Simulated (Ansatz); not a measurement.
# ZnO: which shell does photoemission see at 21.2 and 100 eV? (LDA)

The valence band of ZnO mixes several shells. Work out by hand which one leads the spectrum's area at each photon energy.

Filled states come from the projected DOS of Ansatz 0.2.0 (LDA, plane waves); cross sections σ and asymmetry parameters β are those of free atoms in a Dirac–Hartree–Slater calculation. A shell's area is states × σ × angular factor, which is 1 + β·P₂(cos θ) for linear light, with θ = 10° from the polarisation and P₂ = 0.955.

**At 21.2 eV** (states counted from 11.2 eV below the zero; other shells add 0.16 to the products' sum of 60):

| shell | filled states a cell | cross section (Mb an electron) | β | angular factor | product | share by hand (%) | share in the simulated spectrum (%) |
| --- | --- | --- | --- | --- | --- | --- | --- |
| Zn 3d | 19.84 | 0.394 | 0.01 | 1.01 | 7.91 | 13 | 13 |
| O 2s | 0.22 | 0 | 0.00 | 1.00 | 0 | 0 | 0 |
| O 2p | 10.72 | 2.73 | 0.81 | 1.78 | 52 | 87 | 87 |

**At 100 eV** (states counted from 19.3 eV below the zero; other shells add 0.095 to the products' sum of 34.5):

```
shell  filled states a cell  cross section (Mb an electron)     β  angular factor  product  share by hand (%)  share in the simulated spectrum (%)
Zn 3d                 19.95                           0.781  0.57            1.54     24.1                 70                                   70
 O 2s                  3.73                           0.263  2.00            2.91     2.85                  8                                    8
 O 2p                 10.73                           0.285  1.50            2.44     7.45                 22                                   22
```

O 2p leads at 21.2 eV and Zn 3d at 100 eV. Between the two energies σ of O 2p changes by a factor 0.10 and that of Zn 3d by 2.0, so their ratio moves 19-fold in favour of the second. The simulated spectrum uses the same rule on the energy-resolved DOS, so the two share columns agree within a few points.

Only crystals where the two columns agree within 4 points and the lead is clear are worked in this form. Free-atom cross sections ignore the solid's final states, no escape depth or background enters, and the count of states a shell hangs on the projection.

[Logs are printed without paths, hosts, clocks, repeated set-up lines and the standing remarks that a program may print on its own settings, such as how far it seeks lower states.]
